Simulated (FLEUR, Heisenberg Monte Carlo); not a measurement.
**MnS: from one collinear state to exchange couplings and spiral energies**

Wanted: exchange couplings and spiral energies for MnS, with the cost of each step.

Main program and level: FLEUR MaX-R8.1; LDA (VWN) with U = 4 eV on Mn d; all-electron FLAPW, Dirac cores, scalar-relativistic bands.

**Measured values to reproduce.**

For MnS, rock salt (x = 0), “Single-Crystal and Powder Neutron Diffraction Study of FeXMn1-XS Solid Solutions” (2011, arxiv:1108.4537) gives, by neutron diffraction: ordering temperature (Neel temperature) 150 K.

Report form: the programs' logs are mostly left out.

The database entry behind the starting cell differs from later determinations by our own check (an axis about 0.2 % short against later determinations), so it need not match the best structure at ambient conditions.

### 1. The starting structure

It takes space group Fm-3m (No. 225, cubic). Conventional cell: a = 5.209 Å, b = 5.209 Å, c = 5.209 Å, α = 90.00°, β = 90.00°, γ = 90.00°. Mn has 6 S at 2.60 Å nearest. Nearest to S lie 6 Mn at 2.60 Å. Farther neighbours and most contacts between anions are not listed.

Structure file:

```cif
data_structure
_symmetry_space_group_name_H-M 'Fm-3m'
_symmetry_Int_Tables_number 225
_cell_length_a 5.2090
_cell_length_b 5.2090
_cell_length_c 5.2090
_cell_angle_alpha 90.000
_cell_angle_beta 90.000
_cell_angle_gamma 90.000
_cell_volume 141.34
loop_
_atom_site_label
_atom_site_type_symbol
_atom_site_symmetry_multiplicity
_atom_site_Wyckoff_symbol
_atom_site_fract_x
_atom_site_fract_y
_atom_site_fract_z
_atom_site_occupancy
Mn1 Mn 4 a 0.00000 0.00000 0.00000 1
S1 S 4 b 0.50000 0.00000 0.00000 1
```

### 2. The magnetic state

The force theorems are single passes in this state's potential, so it has to be converged first. The U counters the self-interaction that shrinks the moments of a localised shell.

No symmetry is used, so that later steps may turn the spins freely; k and −k are joined. inpgen writes inp.xml from crystal.txt; cutoffs, mixing, functional, smearing and local orbitals are then set in the file. The k list scf (kpts.xml, not shown) is a Γ-centred 6×6×6 mesh; where the ranks do not divide the number of points, some are split in two of half the weight.

inp.xml reads:

```
<?xml version="1.0" encoding="UTF-8" standalone="no"?>
<fleurInput fleurInputVersion="0.39">
   <comment>
      MnS
   </comment>
   <calculationSetup>
      <cutoffs Kmax="3.97" Gmax="11.9" GmaxXC="11.9" numbands="0"/>
      <scfLoop itmax="130" minDistance="0.0001" maxIterBroyd="15" imix="Anderson" alpha="0.05" precondParam="0.0" spinf="2.0" sdNocoIR="T"/>
      <coreElectrons ctail="F" frcor="F" kcrel="0" coretail_lmax="0"/>
      <xcFunctional name="vwn" relativisticCorrections="F"/>
      <magnetism jspins="2" l_noco="F" l_ss="F">
         <qss>0.0 0.0 0.0</qss>
         <mtNocoParams l_mperp="F" l_mtNocoPot="F" l_relaxSQA="F" mag_mixing_scheme="0" mix_RelaxWeightOffD="1.0" l_constrained="F" mix_constr="1.0"/>
         <sourceFreeMag l_sourceFree="F" l_scaleMag="F" mag_scale="1.0"/>
      </magnetism>
      <soc l_soc="F" theta="0.0" phi="0.0" spav="F"/>
      <expertModes spex="0" secvar="F"/>
      <geometryOptimization l_f="F" forcealpha="1.0" forcemix="BFGS" epsdisp="0.00001" epsforce="0.00001"/>
      <ldaU l_linMix="F" mixParam="0.05" spinf="1.0"/>
   </calculationSetup>
   <cell>
      <bzIntegration valenceElectrons="21.0" mode="hist" fermiSmearingEnergy="0.00110248">
         <kPointListSelection listName="scf"/>
         <xi:include xmlns:xi="http://www.w3.org/2001/XInclude" href="kpts.xml"> </xi:include>
      </bzIntegration>
      <xi:include xmlns:xi="http://www.w3.org/2001/XInclude" href="sym.xml"> </xi:include>
      <bulkLattice scale="1.0">
         <bravaisMatrix>
            <row-1>    0.0000000000000000     4.9217916915206992     4.9217916915206992</row-1>
            <row-2>    4.9217916915206992     0.0000000000000000     4.9217916915206992</row-2>
            <row-3>    4.9217916915206992     4.9217916915206992     0.0000000000000000</row-3>
         </bravaisMatrix>
      </bulkLattice>
   </cell>
   <atomSpecies>
      <species name="Manganese 4.500" element="Mn" atomicNumber="25">
         <mtSphere radius="2.8" gridPoints="925" logIncrement="0.013"/>
         <atomicCutoffs lmax="10" lnonsphr="8"/>
         <electronConfig flipSpins="F">
            <coreConfig>(1s1/2) (2s1/2) (2p1/2) (2p3/2)</coreConfig>
            <valenceConfig>(3s1/2) (3p1/2) (3p3/2) (4s1/2) (3d3/2) (3d5/2)</valenceConfig>
            <stateOccupation state="(3d3/2)" spinUp="1.75" spinDown="0.25"/>
            <stateOccupation state="(3d5/2)" spinUp="3.0" spinDown="0.0"/>
         </electronConfig>
         <energyParameters s="4" p="4" d="3" f="4"/>
         <ldaU l="2" U="4.0" J="0.0" l_amf="F"/>
         <lo type="SCLO" l="0" n="3" eDeriv="0"/>
         <lo type="SCLO" l="1" n="3" eDeriv="0"/>
      </species>
      <species name="Sulfur (S)" element="S" atomicNumber="16">
         <mtSphere radius="1.89" gridPoints="625" logIncrement="0.018"/>
         <atomicCutoffs lmax="8" lnonsphr="6"/>
         <electronConfig flipSpins="F">
            <coreConfig>(1s1/2) (2s1/2) (2p1/2) (2p3/2)</coreConfig>
            <valenceConfig>(3s1/2) (3p1/2) (3p3/2)</valenceConfig>
            <stateOccupation state="(3p1/2)" spinUp="0.666667" spinDown="0.666667"/>
            <stateOccupation state="(3p3/2)" spinUp="1.333333" spinDown="1.333333"/>
         </electronConfig>
         <energyParameters s="3" p="3" d="3" f="4"/>
      </species>
   </atomSpecies>
   <atomGroups>
      <atomGroup species="Manganese 4.500">
         <relPos label="                   1">.0000000000 .0000000000 .0000000000</relPos>
         <force calculate="T" relaxXYZ="TTT"/>
         <nocoParams  alpha="0.0" beta="0.0"/>
      </atomGroup>
      <atomGroup species="Sulfur (S)">
         <relPos label="                   2">1.000/2.000 1.000/2.000 1.000/2.000</relPos>
         <force calculate="T" relaxXYZ="TTT"/>
         <nocoParams  alpha="0.0" beta="0.0"/>
      </atomGroup>
   </atomGroups>
   <output dos="F" band="F" slice="F">
      <bandDOS minEnergy="-.5*Htr" maxEnergy="0.5*Htr" sigma="0.015" storeEVData="T"/>
      <plotting iplot="0" polar="F">
         <plot TwoD="T" vec1="  1.0  0.0  0.0" vec2="  0.0  1.0  0.0" vec3="  0.0  0.0  1.0" zero="  0.0  0.0  0.0" file="plot"/>
      </plotting>
      <moessbauerParams electricFieldGradient="F" isomerShift="F" coreHyperfine="F" valenceHyperfine="F"/>
   </output>
</fleurInput>
```

crystal.txt reads:

```
MnS
&input film=F cartesian=F /
0.00000000000  2.60450000000  2.60450000000
2.60450000000  0.00000000000  2.60450000000
2.60450000000  2.60450000000  0.00000000000
1.8897261246
1.0 1.0 1.0

2
25 0.00000000000  0.00000000000  0.00000000000 : 4.500
16 0.50000000000  0.50000000000  0.50000000000

&kpt div1=6 div2=6 div3=6 gamma=T /
```

On the command line:

```console
$ OMP_NUM_THREADS=1 inpgen -f crystal.txt -nosym -noco > inpgen.log  # inp.xml is then edited as shown
$ OMP_NUM_THREADS=1 mpirun -n 2 fleur_MPI > fleur.log
```

Elapsed: 62 s, on 2 MPI ranks of Intel Xeon 6975P-C (Granite Rapids), shared host; peak memory 0.37 GiB; 2 min of CPU time.

Numbers from this step:

```yaml
free_energy: -42301.2051 eV
program_s_band_gap_on_this_mesh_in_a_metal_only_a_level_spacing: 0.5626 eV
magnetization: 5 μB
final_state: ferromagnetic
largest_moment: 4.730 μB
```

After 15 cycles the largest moment stands at 4.73 μB.

### 3. Cone spirals

A narrow cone is a small rotation, for which the force theorem holds; spirals of any q fit in this cell.

All spins tilt by 20° and precess with wavevector q. The points are the irreducible ones of a 4×4×4 mesh. The k list spirals (kpts.xml, not shown) is a Γ-centred 8×8×8 mesh.

inp.xml, as its differences from that of step 2:

```diff
@@ -7,6 +7,6 @@
       <cutoffs Kmax="3.97" Gmax="11.9" GmaxXC="11.9" numbands="0"/>
-      <scfLoop itmax="130" minDistance="0.0001" maxIterBroyd="15" imix="Anderson" alpha="0.05" precondParam="0.0" spinf="2.0" sdNocoIR="T"/>
+      <scfLoop itmax="1" minDistance="0.0001" maxIterBroyd="15" imix="Anderson" alpha="0.05" precondParam="0.0" spinf="2.0" sdNocoIR="T"/>
       <coreElectrons ctail="F" frcor="F" kcrel="0" coretail_lmax="0"/>
       <xcFunctional name="vwn" relativisticCorrections="F"/>
-      <magnetism jspins="2" l_noco="F" l_ss="F">
+      <magnetism jspins="2" l_noco="T" l_ss="T">
          <qss>0.0 0.0 0.0</qss>
@@ -22,3 +22,3 @@
       <bzIntegration valenceElectrons="21.0" mode="hist" fermiSmearingEnergy="0.00110248">
-         <kPointListSelection listName="scf"/>
+         <kPointListSelection listName="spirals"/>
          <xi:include xmlns:xi="http://www.w3.org/2001/XInclude" href="kpts.xml"> </xi:include>
@@ -65,3 +65,3 @@
          <force calculate="T" relaxXYZ="TTT"/>
-         <nocoParams  alpha="0.0" beta="0.0"/>
+         <nocoParams  alpha="0.0" beta="0.3490659"/>
       </atomGroup>
@@ -70,3 +70,3 @@
          <force calculate="T" relaxXYZ="TTT"/>
-         <nocoParams  alpha="0.0" beta="0.0"/>
+         <nocoParams  alpha="0.0" beta="0.3490659"/>
       </atomGroup>
@@ -80,2 +80,14 @@
    </output>
+   <forceTheorem>
+      <spinSpiralDispersion>
+         <q>0.00000000 0.00000000 0.00000000</q>
+         <q>0.00000000 0.00000000 0.25000000</q>
+         <q>0.00000000 0.00000000 0.50000000</q>
+         <q>0.00000000 0.25000000 0.25000000</q>
+         <q>0.00000000 0.25000000 0.50000000</q>
+         <q>0.00000000 0.25000000 -0.25000000</q>
+         <q>0.00000000 0.50000000 0.50000000</q>
+         <q>0.25000000 0.50000000 -0.25000000</q>
+      </spinSpiralDispersion>
+   </forceTheorem>
 </fleurInput>
```

On the command line:

```console
$ OMP_NUM_THREADS=1 mpirun -n 2 fleur_MPI -warn_only > fleur.log
```

Wall time 4.6 min (2 MPI ranks); peak memory 0.5 GiB.

Spiral energies, by row:

```csv
q1,q2,q3,band energy less that at q = 0 (meV a cell)
0,0,0,0
0,0,0.25,-4.572
0,0,0.5,-7.211
0,0.25,0.25,-3.788
0,0.25,0.5,-4.509
0,0.25,-0.25,-5.821
0,0.5,0.5,-1.459
0.25,0.5,-0.25,-3.747
```

### 4. Couplings in real space

Energy differences over sin² of the cone give J(q); symmetry fills the mesh, and a Fourier sum gives the pairs.

J by shell of neighbours. Convention: E = -sum over ordered pairs of J e_i.e_j, unit vectors; induced moments turn with the spiral.

```csv
from,to,distance (Å),count,J (meV)
Mn1,Mn,3.68,12,-0.150
Mn1,Mn,5.21,6,-4.37
Mn1,Mn,6.38,24,-0.206
```

Pairs that symmetry makes alike are averaged. Farther pairs are folded with their periodic images: they enter the temperatures but not the table.

Derived from these couplings:

```
distance up to which pairs are told from their periodic images                      : 7.367 Å
largest imaginary part left by the Fourier sum                                      : 1.66e-15 meV
wavevector of the mean-field order                                                  : 0, 0, 0.5 reciprocal lattice
energy of the cheapest spiral on the q mesh, over sin² of its cone, a magnetic atom : -61.64 meV
its wavevector                                                                      : 0, 0, 0.5 reciprocal lattice
ordering temperature, mean field                                                    : 174.1 K
```

### 5. Finite temperature

Classical unit spins on 8×8×8 cells (512 spins), 84 couplings a spin. Heat-bath moves, cooled from random spins, 300 sweeps to settle and 800 measured at each temperature, averaged over 2 runs.

It took 8.1 s on 2 threads; 16 s of CPU time.

```csv
T (K),net moment,heat capacity (k_B a spin)
26.1,0.01,0.91
34.8,0.01,1.04
43.5,0.01,1.08
52.2,0.01,1.04
60.9,0.01,1.37
69.6,0.01,1.15
78.3,0.01,1.30
87.0,0.02,1.22
95.7,0.02,1.58
104,0.02,1.65
113,0.02,1.73
122,0.02,1.52
131,0.02,1.31
139,0.02,1.07
148,0.02,0.69
157,0.02,0.54
165,0.02,0.43
174,0.02,0.40
183,0.02,0.34
```

The cooled spins do not end in the run's own pattern, so only the heat capacity marks where order grows.

### 6. Spirals along a path, cone 90°

A path through the zone shows where the energy has its minimum.

The k list path (kpts.xml, not shown) is a Γ-centred 8×8×8 mesh.

inp.xml, as its differences from that of step 3:

```diff
@@ -22,3 +22,3 @@
       <bzIntegration valenceElectrons="21.0" mode="hist" fermiSmearingEnergy="0.00110248">
-         <kPointListSelection listName="spirals"/>
+         <kPointListSelection listName="path"/>
          <xi:include xmlns:xi="http://www.w3.org/2001/XInclude" href="kpts.xml"> </xi:include>
@@ -65,3 +65,3 @@
          <force calculate="T" relaxXYZ="TTT"/>
-         <nocoParams  alpha="0.0" beta="0.3490659"/>
+         <nocoParams  alpha="0.0" beta="1.5707963"/>
       </atomGroup>
@@ -70,3 +70,3 @@
          <force calculate="T" relaxXYZ="TTT"/>
-         <nocoParams  alpha="0.0" beta="0.3490659"/>
+         <nocoParams  alpha="0.0" beta="1.5707963"/>
       </atomGroup>
@@ -83,9 +83,14 @@
          <q>0.00000000 0.00000000 0.00000000</q>
-         <q>0.00000000 0.00000000 0.25000000</q>
-         <q>0.00000000 0.00000000 0.50000000</q>
-         <q>0.00000000 0.25000000 0.25000000</q>
-         <q>0.00000000 0.25000000 0.50000000</q>
-         <q>0.00000000 0.25000000 -0.25000000</q>
-         <q>0.00000000 0.50000000 0.50000000</q>
-         <q>0.25000000 0.50000000 -0.25000000</q>
+         <q>0.12500000 0.00000000 0.12500000</q>
+         <q>0.25000000 0.00000000 0.25000000</q>
+         <q>0.37500000 0.00000000 0.37500000</q>
+         <q>0.50000000 0.00000000 0.50000000</q>
+         <q>0.53125000 0.06250000 0.53125000</q>
+         <q>0.56250000 0.12500000 0.56250000</q>
+         <q>0.59375000 0.18750000 0.59375000</q>
+         <q>0.62500000 0.25000000 0.62500000</q>
+         <q>0.56250000 0.28125000 0.65625000</q>
+         <q>0.50000000 0.31250000 0.68750000</q>
+         <q>0.43750000 0.34375000 0.71875000</q>
+         <q>0.37500000 0.37500000 0.75000000</q>
       </spinSpiralDispersion>
```

Wall time 8.2 min (2 MPI ranks); peak memory 0.5 GiB.

### 7. E(q) along the path

Wavevectors, in fractions of the reciprocal vectors: (0, 0, 0); (0.125, 0, 0.125); (0.25, 0, 0.25); (0.375, 0, 0.375); (0.5, 0, 0.5); (0.531, 0.0625, 0.531); (0.562, 0.125, 0.562); (0.594, 0.188, 0.594); (0.625, 0.25, 0.625); (0.562, 0.281, 0.656); (0.5, 0.312, 0.688); (0.438, 0.344, 0.719); (0.375, 0.375, 0.75). Straight legs join the named points.

The energy less that at q = 0, over sin^2 of the cone, cone 90 degrees by path:

```csv
path (Å⁻¹),"energy less that at q = 0, over sin^2 of the cone, cone 90 degrees (meV a magnetic atom)"
0.000,0
0.302,-15.9
0.603,-29.7
0.905,-21.4
1.206,-12.3
1.313,-13.8
1.419,-17.7
1.526,-22.9
1.633,-28.3
1.817,-31.2
2.002,-32.3
2.187,-29.8
2.371,-26.0
```

### 8. An attempt with other settings

A slip in the input shows what the program catches and what it lets pass.

inp.xml, as its differences from that of step 2:

```diff
@@ -7,10 +7,6 @@
       <cutoffs Kmax="3.97" Gmax="11.9" GmaxXC="11.9" numbands="0"/>
-      <scfLoop itmax="130" minDistance="0.0001" maxIterBroyd="15" imix="Anderson" alpha="0.05" precondParam="0.0" spinf="2.0" sdNocoIR="T"/>
-      <coreElectrons ctail="F" frcor="F" kcrel="0" coretail_lmax="0"/>
+      <scfLoop itmax="100" minDistance="0.0001" maxIterBroyd="15" imix="Anderson" alpha="0.05" precondParam="0.0" spinf="2.0" sdNocoIR="T"/>
+      <coreElectrons ctail="T" frcor="F" kcrel="0" coretail_lmax="0"/>
       <xcFunctional name="vwn" relativisticCorrections="F"/>
-      <magnetism jspins="2" l_noco="F" l_ss="F">
-         <qss>0.0 0.0 0.0</qss>
-         <mtNocoParams l_mperp="F" l_mtNocoPot="F" l_relaxSQA="F" mag_mixing_scheme="0" mix_RelaxWeightOffD="1.0" l_constrained="F" mix_constr="1.0"/>
-         <sourceFreeMag l_sourceFree="F" l_scaleMag="F" mag_scale="1.0"/>
-      </magnetism>
+      <magnetism jspins="2"/>
       <soc l_soc="F" theta="0.0" phi="0.0" spav="F"/>
@@ -22,3 +18,3 @@
       <bzIntegration valenceElectrons="21.0" mode="hist" fermiSmearingEnergy="0.00110248">
-         <kPointListSelection listName="scf"/>
+         <kPointListSelection listName="default-1"/>
          <xi:include xmlns:xi="http://www.w3.org/2001/XInclude" href="kpts.xml"> </xi:include>
@@ -46,4 +42,2 @@
          <ldaU l="2" U="4.0" J="0.0" l_amf="F"/>
-         <lo type="SCLO" l="0" n="3" eDeriv="0"/>
-         <lo type="SCLO" l="1" n="3" eDeriv="0"/>
       </species>
@@ -65,3 +59,2 @@
          <force calculate="T" relaxXYZ="TTT"/>
-         <nocoParams  alpha="0.0" beta="0.0"/>
       </atomGroup>
@@ -70,3 +63,2 @@
          <force calculate="T" relaxXYZ="TTT"/>
-         <nocoParams  alpha="0.0" beta="0.0"/>
       </atomGroup>
```

crystal.txt is that of step 2.

On the command line:

```console
$ OMP_NUM_THREADS=1 inpgen -f crystal.txt > inpgen.log  # inp.xml is then edited as shown
$ OMP_NUM_THREADS=1 mpirun -n 2 fleur_MPI > fleur.log
```

Run time: 11 s. Hardware: 2 MPI ranks; peak memory 0.22 GiB; 21 s of CPU time.

The run converged, but its input is faulty, so its numbers are not to be trusted.

The fault in the input: semicore states without local orbitals.

The two runs compared:

```csv
quantity,this run,first run,difference
largest moment (μB),0,4.7295,-4.73
magnetization (μB),0,5,-5
free energy (eV),-41788.47,-42301.21,513
```

One result that differs is the largest moment, 0 μB against 4.73 μB.

Semicore states counted as valence have no basis functions without local orbitals, so their electrons fill higher states.

### 9. What came out

```
reference state, unstable against spirals       : ferromagnetic
largest sphere moment                           : 4.73 μB
J, nearest shell (E = −Σ J e·e, ordered pairs)  : -0.150 meV
largest J                                       : -4.37 meV at 5.21 Å
ordering temperature, mean field                : 174 K
heat-capacity peak in Monte Carlo, interpolated : 109 K
lowest spiral on the path                       : (0.5, 0.312, 0.688), -32.3 meV a magnetic atom
```

A rotation at q = (0, 0, 0.5) lowers the energy, so by its own couplings the state is not the lowest. The couplings rotate rigid moments in a frozen potential; induced moments turn with the spiral and are folded in. Far couplings hang on the mesh, in metals near ones too. Monte Carlo puts the peak at 0.63 of the mean-field temperature; besides fluctuations, rival orders and the fit of the order to the finite box enter that ratio. On cooling the model does not settle into the pattern of the DFT state; another pattern, or another domain of it, wins. Temperatures are for classical spins; for spin S a factor (S+1)/S is a common correction. The couplings were taken about a state that is not the lowest, which is fair only while the moments are rigid. That factor is rough and the peak comes from a small cell, so agreement with experiment is no sharp test. The path misses a lower point of the q mesh, (0, 0, 0.5) at -61.6 meV. A spiral at (0.5, 0.312, 0.688) lies 32 meV under the state at q = 0. The force theorem is less sure for large cones, and points off the k mesh carry noise, which the division by sin² enlarges for narrow cones. The state was typed, and no other order was converged beside it, so it need not be the ground state.

Calculation against experiment:

```
                quantity  measured    Monte Carlo  Monte Carlo × (S+1)/S, S = 2.5
ordering temperature (K)       150  109 (-27.2 %)                    153 (+1.9 %)
```

Measured values from arxiv:1108.4537 (2011).

**Verdict.** For the ordering temperature, of the levels listed nearest comes Monte Carlo × (S+1)/S, S = 2.5 (+1.9 %, good agreement) and farthest Monte Carlo (-27.2 %, fair agreement). No cell relaxation is part of this session.

[Logs and program files are shortened in this print: banners, set-up blocks, solver, clock and traceback lines can be left out without a mark of their own.]

[Logs are printed without paths, hosts, clocks, repeated set-up lines and the standing remarks that a program may print on its own settings, such as how far it seeks lower states.]

[Hosts, paths, dates, database ids (printed as entryN), source tags and the programs' standing remarks are cut or masked in the printed files.]

[Where a cell is said to come from a database of computed structures, the database is the Materials Project.]
